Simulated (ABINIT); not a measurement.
# Li2H6Pt (Fm-3m): RPA correlation energy against the basis

Wanted: RPA correlation energy of Li2H6Pt (Fm-3m), with cost.

Method: LDA and many-body steps on it, plane waves, in ABINIT 10.8.3.

**1. Set-up**

It takes space group Fm-3m (No. 225, cubic). The conventional cell has a = 6.650 Å, b = 6.650 Å, c = 6.650 Å, α = 90.00°, β = 90.00°, γ = 90.00°. Nearest to Li lie 12 H at 2.35 Å. H has 1 Pt at 1.63 Å nearest. Pt has 6 H at 1.63 Å nearest. Farther neighbours are not listed.

The cell and positions are those that the Materials Project relaxed with its own functionals (PBE, PBE+U or r2SCAN), kept fixed. Spin-orbit coupling is left out unless a step names it.

**2. Empty states on the mesh, 4×4×4 mesh, 242 bands**

This step: ABINIT 10.8.3; DFT, LDA, plane waves, norm-conserving pseudopotentials.

The sums over transitions need many empty states on a uniform mesh; this step solves for them.

File run.abi:

```
acell 3*1.0 Angstrom
rprim 
  -0.000000000000 3.324927160000 3.324927160000
  3.324927160000 0.000000000000 3.324927160000
  3.324927160000 3.324927160000 0.000000000000
ntypat 3
znucl 3 1 78
natom 9
typat 1 1 2 2 2 2 2 2 3
xred 
  0.750000000000 0.750000000000 0.750000000000
  0.250000000000 0.250000000000 0.250000000000
  0.754787880000 0.754787880000 0.245212120000
  0.245212120000 0.754787880000 0.245212120000
  0.754787880000 0.245212120000 0.245212120000
  0.245212120000 0.245212120000 0.754787880000
  0.754787880000 0.245212120000 0.754787880000
  0.245212120000 0.754787880000 0.754787880000
  0.000000000000 0.000000000000 0.000000000000
pp_dirpath "pseudos"
pseudos "Li.upf, H.upf, Pt.upf"
ecut 34
ngkpt 4 4 4
nshiftk 1
shiftk 0 0 0
kptopt 1
chksymbreak 0
irdden 1
istwfk *1
nband 242
prtvol 0
optdriver 6
gwr_task "HDIAGO"
paral_kgb 0
occopt 1
indata_prefix "in"
outdata_prefix "out"
tmpdata_prefix "tmp"
```

On the command line:

```console
> OMP_NUM_THREADS=1 mpirun -n 4 abinit run.abi > log
```

Output:

```text
.Version 10.8.3 of ABINIT. v10.8.2 released Aug 2026.

 Symmetries : space group Fm -3 m (#225); Bravais cF (face-center cubic)
[... echo of the input left out ...]
== DATASET  1 ==================================================================
-   mpi_nproc: 4, omp_nthreads: 1 (-1 if OMP is not activated)

--- !DatasetInfo
iteration_state: {dtset: 1, }
dimensions: {natom: 9, nkpt: 8, mband: 242, nsppol: 1, nspinor: 1, nspden: 1, mpw: 4723, }
cutoff_energies: {ecut:  34.0, pawecutdg:  -1.0, }
electrons: {nelect:   3.00000000E+01, charge:   0.00000000E+00, occopt:   1.00000000E+00, tsmear:   1.00000000E-02, }

.Using double precision arithmetic; gwpc =  8

- Reading GS density from: in_DEN

--- Pseudopotential description ------------------------------------------------
- Li Generated using ONCVPSP code by D. R. Hamann
-  3.00000   3.00000  180309                  znucl, zion, pspdat
12 -1012 1 -1 1944                            pspcod,pspxc,lmax,lloc,mmax
     nproj     2     2     0     0
  pspatm : epsatm=    2.61415252
         --- l  ekb(1:nproj) -->
             0   -4.854561   -1.448487
             1   -2.179236   -0.444438
 pspatm: atomic psp has been read  and splines computed

- H Generated using ONCVPSP code by D. R. Hamann
-  1.00000   1.00000  180309                  znucl, zion, pspdat
12 -1012 1 -1 1180                            pspcod,pspxc,lmax,lloc,mmax
     nproj     2     1     0     0
  pspatm : epsatm=    0.35439867
         --- l  ekb(1:nproj) -->
             0   -1.665338   -0.519510
             1   -0.275071
 pspatm: atomic psp has been read  and splines computed

- Pt Generated using ONCVPSP code by D. R. Hamann
- 78.00000  18.00000  180309                  znucl, zion, pspdat
12 -1012 3 -1 1340                            pspcod,pspxc,lmax,lloc,mmax
     nproj     2     2     2     2
  pspatm : epsatm=   26.53268550
         --- l  ekb(1:nproj) -->
             0   18.400652    1.770248
             1    8.032970    1.205561
             2    2.335004    0.351029
             3    3.521301    0.381839
 pspatm: atomic psp has been read  and splines computed

   1.01662148E+03                                ecore*ucvol(ha*bohr**3)
--------------------------------------------------------------------------------

 Total charge density [el/Bohr^3]
)     Maximum=    2.7324E+00  at reduced coord.    0.7500    0.7500    0.7500
)     Minimum=    3.1007E-03  at reduced coord.    0.5000    0.5000    0.5000
   Integrated=    3.0000E+01
- WARNING: Using ScaLAPACK for diagonalization, but ELPA library is highly recommended for both efficiency and memory reasons.
- WARNING: Using ScaLAPACK for diagonalization, but ELPA library is highly recommended for both efficiency and memory reasons.

 === KS gaps after direct diagonalization ===
 Indirect band gap semiconductor
 Fundamental gap:     2.757 (eV)
   VBM:     1.410 (eV) at k: [-2.5000E-01,  2.5000E-01,  0.0000E+00]
   CBM:     4.168 (eV) at k: [ 5.0000E-01,  5.0000E-01,  0.0000E+00]
 Direct gap:         4.334 (eV) at k: [ 5.0000E-01,  5.0000E-01,  0.0000E+00]

== END DATASET(S) ==============================================================
================================================================================

 -outvars: echo values of variables after computation  --------
           etotal      0.0000000000E+00
            nband         242
             nkpt           8
          spgroup         225
 [... the other variables as echoed above ...]

 Calculation completed.
```

Run time: 2 min. Hardware: 4 MPI ranks of Arm Neoverse V2, shared host; peak memory 5 GiB.

Numbers from this step:

```yaml
gap: 2.757 eV
k_of_the_valence_top: -0.25, 0.25, 0
k_of_the_conduction_bottom: 0.5, 0.5, 0
least_direct_gap: 4.334 eV
k_points_computed: 8
lowest_point_of_the_top_converged_band_above_the_valence_top: 112.8464 eV
```

On this mesh the gap is 2.757 eV.

The density comes from a self-consistent run that is not shown.

**3. RPA energy: 4×4×4 mesh, 51 bands, screening to 43.5 eV**

The RPA dielectric matrix is built and inverted for each q.

This step: RPA screening on LDA, plane waves, norm-conserving pseudopotentials.

run.abi, as its differences from that of step 2:

```diff
@@ -27,10 +27,15 @@
 chksymbreak 0
-irdden 1
 istwfk *1
-nband 242
-prtvol 0
-optdriver 6
-gwr_task "HDIAGO"
-paral_kgb 0
 occopt 1
+irdwfk 1
+optdriver 3
+nband 51
+ecuteps 1.6
+inclvkb 2
+awtr 1
+symchi 1
+gwcalctyp 1
+nfreqre 0
+nfreqim 8
+gwrpacorr 1
 indata_prefix "in"
```

Output:

```text
.Version 10.8.3 of ABINIT. v10.8.2 released Aug 2026.

 Symmetries : space group Fm -3 m (#225); Bravais cF (face-center cubic)
[... echo of the input left out ...]
== DATASET  1 ==================================================================
-   mpi_nproc: 4, omp_nthreads: 1 (-1 if OMP is not activated)

--- !DatasetInfo
iteration_state: {dtset: 1, }
dimensions: {natom: 9, nkpt: 8, mband: 51, nsppol: 1, nspinor: 1, nspden: 1, mpw: 4723, }
cutoff_energies: {ecut:  34.0, pawecutdg:  -1.0, }
electrons: {nelect:   3.00000000E+01, charge:   0.00000000E+00, occopt:   1.00000000E+00, tsmear:   1.00000000E-02, }

 SCREENING: Calculation of the susceptibility and dielectric matrices

 Based on a program developped by R.W. Godby, V. Olevano, G. Onida, and L. Reining.
 Incorporated in ABINIT by V. Olevano, G.-M. Rignanese, and M. Torrent.
.Using double precision arithmetic ; gwpc =  8

[... cell and pseudopotentials left out ...]
--------------------------------------------------------------------------------

 ==== K-mesh for the wavefunctions ====
 Number of points in the irreducible wedge :     8
[... list of points left out ...]
 Together with 48 symmetry operations and time-reversal symmetry
 yields    64 points in the full Brillouin Zone.

 ==== Q-mesh for the screening function ====
 Number of points in the irreducible wedge :     8
[... list of points left out ...]
 Together with 48 symmetry operations and time-reversal symmetry
 yields    64 points in the full Brillouin Zone.

 setmesh: FFT mesh size selected  =    30x   30x   30
          total number of points  =        27000

 vcoul_init : cutoff-mode = AUXILIARY_FUNCTION
 q-points for optical limit:   1
     1)      0.000010    0.000020    0.000030

- screening: taking advantage of time-reversal symmetry
- Maximum band index for partially occupied states nbvw = 15
- Remaining bands to be divided among processors   nbcw = 36
- Number of bands treated by each node ~9

 Number of electrons calculated from density =   30.0000; Expected =   30.0000
 average of density, n =  0.060471
 r_s =    1.5805
 omega_plasma =   23.7208 [eV]

 calculating chi0 at frequencies [eV] :
  1    0.000000E+00    0.000000E+00
  2    0.000000E+00    1.343289E+03
  3    0.000000E+00    2.404413E+02
[...]
8    0.000000E+00    3.079585E+00
  9    0.000000E+00    5.512287E-01

--------------------------------------------------------------------------------
  q-point number  1        q = ( 0.000000, 0.000000, 0.000000) [r.l.u.]
--------------------------------------------------------------------------------
[... chi0 elements left out ...]
  [... further frequencies ...]

 For q-point:  0.000010 0.000020 0.000030
  dielectric constant =   4.2645
  dielectric constant without local fields =   5.1342

  Average fulfillment of the sum rule on Im[epsilon] for q-point    1 :     44.93  [%]
[... wings left out ...]
  q-point number  2        q = ( 0.250000, 0.000000, 0.000000) [r.l.u.]
--------------------------------------------------------------------------------
[... chi0 elements left out ...]
  [... further frequencies ...]

  Average fulfillment of the sum rule on Im[epsilon] for q-point    2 :     62.10  [%]

 [... 6 further q-points ...]
```

Wall time 13 s (4 MPI ranks); peak memory 0.91 GiB; 53 s of CPU time.

Numbers from this step:

```
ε∞ with local fields, on this mesh, along the program's q direction : 4.264
the same without local fields                                       : 5.134
plasma frequency                                                    : 23.72 eV
plane waves in the screening matrix                                 : 59
RPA correlation energy                                              : -12.87 eV
```

Local fields lower ε∞ by 17 %.

**4. RPA energy: 4×4×4 mesh, 92 bands, screening to 70.7 eV**

run.abi, as its differences from that of step 3:

```diff
@@ -31,4 +31,4 @@
 optdriver 3
-nband 51
-ecuteps 1.6
+nband 92
+ecuteps 2.6
 inclvkb 2
```

Output:

```text
.Version 10.8.3 of ABINIT. v10.8.2 released Aug 2026.

 Symmetries : space group Fm -3 m (#225); Bravais cF (face-center cubic)
[... echo of the input left out ...]
== DATASET  1 ==================================================================
-   mpi_nproc: 4, omp_nthreads: 1 (-1 if OMP is not activated)

--- !DatasetInfo
iteration_state: {dtset: 1, }
dimensions: {natom: 9, nkpt: 8, mband: 92, nsppol: 1, nspinor: 1, nspden: 1, mpw: 4723, }
cutoff_energies: {ecut:  34.0, pawecutdg:  -1.0, }
electrons: {nelect:   3.00000000E+01, charge:   0.00000000E+00, occopt:   1.00000000E+00, tsmear:   1.00000000E-02, }

 SCREENING: Calculation of the susceptibility and dielectric matrices

 Based on a program developped by R.W. Godby, V. Olevano, G. Onida, and L. Reining.
 Incorporated in ABINIT by V. Olevano, G.-M. Rignanese, and M. Torrent.
.Using double precision arithmetic ; gwpc =  8

[... cell and pseudopotentials left out ...]
--------------------------------------------------------------------------------

 ==== K-mesh for the wavefunctions ====
 Number of points in the irreducible wedge :     8
[...]
- Number of bands treated by each node ~19

 Number of electrons calculated from density =   30.0000; Expected =   30.0000
 average of density, n =  0.060471
 r_s =    1.5805
 omega_plasma =   23.7208 [eV]

 calculating chi0 at frequencies [eV] :
  1    0.000000E+00    0.000000E+00
  2    0.000000E+00    1.343289E+03
  3    0.000000E+00    2.404413E+02
[...]
8    0.000000E+00    3.079585E+00
  9    0.000000E+00    5.512287E-01

--------------------------------------------------------------------------------
  q-point number  1        q = ( 0.000000, 0.000000, 0.000000) [r.l.u.]
--------------------------------------------------------------------------------
[... chi0 elements left out ...]
  [... further frequencies ...]

 For q-point:  0.000010 0.000020 0.000030
  dielectric constant =   4.2485
  dielectric constant without local fields =   5.1743

  Average fulfillment of the sum rule on Im[epsilon] for q-point    1 :     67.02  [%]
[... wings left out ...]
  q-point number  2        q = ( 0.250000, 0.000000, 0.000000) [r.l.u.]
--------------------------------------------------------------------------------
[... chi0 elements left out ...]
  [... further frequencies ...]

  Average fulfillment of the sum rule on Im[epsilon] for q-point    2 :     79.88  [%]

 [... 6 further q-points ...]
```

It took 31 s on 4 MPI ranks; peak memory 1.2 GiB.

Numbers from this step:

```yaml
eps_infinity_with_local_fields_on_this_mesh_along_the_program_s_q_direction: 4.248
the_same_without_local_fields: 5.174
plasma_frequency: 23.72 eV
plane_waves_in_the_screening_matrix: 113
rpa_correlation_energy: -19.67 eV
```

**5. RPA energy: 4×4×4 mesh, 157 bands, screening to 108.8 eV**

run.abi, as its differences from that of step 4:

```diff
@@ -31,4 +31,4 @@
 optdriver 3
-nband 92
-ecuteps 2.6
+nband 157
+ecuteps 4
 inclvkb 2
```

Output:

```text
.Version 10.8.3 of ABINIT. v10.8.2 released Aug 2026.

 Symmetries : space group Fm -3 m (#225); Bravais cF (face-center cubic)
[... echo of the input left out ...]
== DATASET  1 ==================================================================
-   mpi_nproc: 4, omp_nthreads: 1 (-1 if OMP is not activated)

--- !DatasetInfo
iteration_state: {dtset: 1, }
dimensions: {natom: 9, nkpt: 8, mband: 157, nsppol: 1, nspinor: 1, nspden: 1, mpw: 4723, }
cutoff_energies: {ecut:  34.0, pawecutdg:  -1.0, }
[...]
[... chi0 elements left out ...]
  [... further frequencies ...]

 For q-point:  0.000010 0.000020 0.000030
  dielectric constant =   4.2323
  dielectric constant without local fields =   5.1815

  Average fulfillment of the sum rule on Im[epsilon] for q-point    1 :     81.57  [%]
[... wings left out ...]
  q-point number  2        q = ( 0.250000, 0.000000, 0.000000) [r.l.u.]
--------------------------------------------------------------------------------
[... chi0 elements left out ...]
  [... further frequencies ...]

  Average fulfillment of the sum rule on Im[epsilon] for q-point    2 :     90.10  [%]

 [... 6 further q-points ...]
```

It took 77 s on 4 MPI ranks; peak memory 1.6 GiB; 5.2 min of CPU time.

This step gave:

| Quantity | Value |
| --- | --- |
| ε∞ with local fields, on this mesh, along the program's q direction | 4.232 |
| the same without local fields | 5.181 |
| plasma frequency | 23.72 eV |
| plane waves in the screening matrix | 181 |
| RPA correlation energy | -25.10 eV |

**6. RPA energy: 4×4×4 mesh, 234 bands, screening to 144.2 eV**

run.abi, as its differences from that of step 5:

```diff
@@ -31,4 +31,4 @@
 optdriver 3
-nband 157
-ecuteps 4
+nband 234
+ecuteps 5.3
 inclvkb 2
```

Output:

```text
.Version 10.8.3 of ABINIT. v10.8.2 released Aug 2026.

 Symmetries : space group Fm -3 m (#225); Bravais cF (face-center cubic)
[... echo of the input left out ...]
== DATASET  1 ==================================================================
-   mpi_nproc: 4, omp_nthreads: 1 (-1 if OMP is not activated)

--- !DatasetInfo
iteration_state: {dtset: 1, }
dimensions: {natom: 9, nkpt: 8, mband: 234, nsppol: 1, nspinor: 1, nspden: 1, mpw: 4723, }
cutoff_energies: {ecut:  34.0, pawecutdg:  -1.0, }
[...]
[... chi0 elements left out ...]
  [... further frequencies ...]

 For q-point:  0.000010 0.000020 0.000030
  dielectric constant =   4.2268
  dielectric constant without local fields =   5.1828

  Average fulfillment of the sum rule on Im[epsilon] for q-point    1 :     89.06  [%]
[... wings left out ...]
  q-point number  2        q = ( 0.250000, 0.000000, 0.000000) [r.l.u.]
--------------------------------------------------------------------------------
[... chi0 elements left out ...]
  [... further frequencies ...]

  Average fulfillment of the sum rule on Im[epsilon] for q-point    2 :     94.99  [%]

 [... 6 further q-points ...]
```

It took 3.5 min on 4 MPI ranks; peak memory 2.5 GiB; 14 min of CPU time.

This step gave:

```
ε∞ with local fields, on this mesh, along the program's q direction : 4.227
the same without local fields                                       : 5.183
plasma frequency                                                    : 23.72 eV
plane waves in the screening matrix                                 : 283
RPA correlation energy                                              : -29.05 eV
```

**7. RPA energy: 4×4×4 mesh, 92 bands, screening to 136.1 eV, 4 frequencies**

run.abi, as its differences from that of step 6:

```diff
@@ -31,4 +31,4 @@
 optdriver 3
-nband 234
-ecuteps 5.3
+nband 92
+ecuteps 5
 inclvkb 2
@@ -38,3 +38,3 @@
 nfreqre 0
-nfreqim 8
+nfreqim 4
 gwrpacorr 1
```

Output:

```text
.Version 10.8.3 of ABINIT. v10.8.2 released Aug 2026.

 Symmetries : space group Fm -3 m (#225); Bravais cF (face-center cubic)
[... echo of the input left out ...]
== DATASET  1 ==================================================================
-   mpi_nproc: 4, omp_nthreads: 1 (-1 if OMP is not activated)

--- !DatasetInfo
iteration_state: {dtset: 1, }
dimensions: {natom: 9, nkpt: 8, mband: 92, nsppol: 1, nspinor: 1, nspden: 1, mpw: 4723, }
cutoff_energies: {ecut:  34.0, pawecutdg:  -1.0, }
[...]
[... chi0 elements left out ...]
  [... further frequencies ...]

 For q-point:  0.000010 0.000020 0.000030
  dielectric constant =   4.2222
  dielectric constant without local fields =   5.1743

  Average fulfillment of the sum rule on Im[epsilon] for q-point    1 :     65.24  [%]
[... wings left out ...]
  q-point number  2        q = ( 0.250000, 0.000000, 0.000000) [r.l.u.]
--------------------------------------------------------------------------------
[... chi0 elements left out ...]
  [... further frequencies ...]

  Average fulfillment of the sum rule on Im[epsilon] for q-point    2 :     78.99  [%]

 [... 6 further q-points ...]
```

Elapsed: 60 s, on 4 MPI ranks; peak memory 1.4 GiB; 4 min of CPU time.

This step gave:

| Quantity | Value |
| --- | --- |
| ε∞ with local fields, on this mesh, along the program's q direction | 4.222 |
| the same without local fields | 5.174 |
| plasma frequency | 23.72 eV |
| plane waves in the screening matrix | 283 |
| RPA correlation energy | -21.18 eV |

**8. The rungs together**

Times are wall times on 4 MPI ranks of Arm Neoverse V2, shared host, good to a factor of about two.

| bands | cutoff (eV) | plane waves | frequencies | E_c (eV/atom) | time |
| --- | --- | --- | --- | --- | --- |
| 51 | 43.5 | 59 | 8 | -1.430 | 13 s |
| 92 | 70.7 | 113 | 8 | -2.186 | 31 s |
| 157 | 108.8 | 181 | 8 | -2.789 | 77 s |
| 234 | 144.2 | 283 | 8 | -3.228 | 3.5 min |
| 92 | 136.1 | 283 | 4 | -2.354 | 60 s |

**9. Summary of results**

```yaml
4x4x4_mesh_51_bands_screening_to_43p5_ev: -1.430 eV/atom
4x4x4_mesh_92_bands_screening_to_70p7_ev: -2.186 eV/atom
4x4x4_mesh_157_bands_screening_to_108p8_ev: -2.789 eV/atom
4x4x4_mesh_234_bands_screening_to_144p2_ev: -3.228 eV/atom
limit_by_the_two_highest_rungs: -4.06 eV/atom
```

**Reading.** Rows off the diagonal of bands and cutoff are checks and stay out of the ladder. The energy is still falling: −0.439 eV/atom over the last rung. A line in cutoff^(−3/2) puts the limit near -4.06 eV/atom, 26 % beyond the top rung; the pair below gives -3.45, so the estimate is rough. The value holds the valence electrons of these pseudopotentials alone, on one mesh; differences between structures converge far faster than the total.

[Paths, hosts, dates, memory and timing lines, banners, echoed tables and standing remarks are left out of the program output.]

[Logs are printed without paths, hosts, clocks, repeated set-up lines and the standing remarks that a program may print on its own settings, such as how far it seeks lower states.]

[Runs of the session that timed out or met a known fault of the program may be left out.]

[Hosts, paths, dates, database ids (printed as entryN), source tags and the programs' standing remarks are cut or masked in the printed files.]

[G0W0 gaps are taken among the corrected bands and points alone; a level outside them can change the order at an edge.]

[Where Ansatz stands beside ABINIT at settings called matched, ABINIT's density can come from a denser mesh and the files from another edition; pairs whose starting gaps differed by over 0.03 eV were left out, so agreement reads better than it is.]
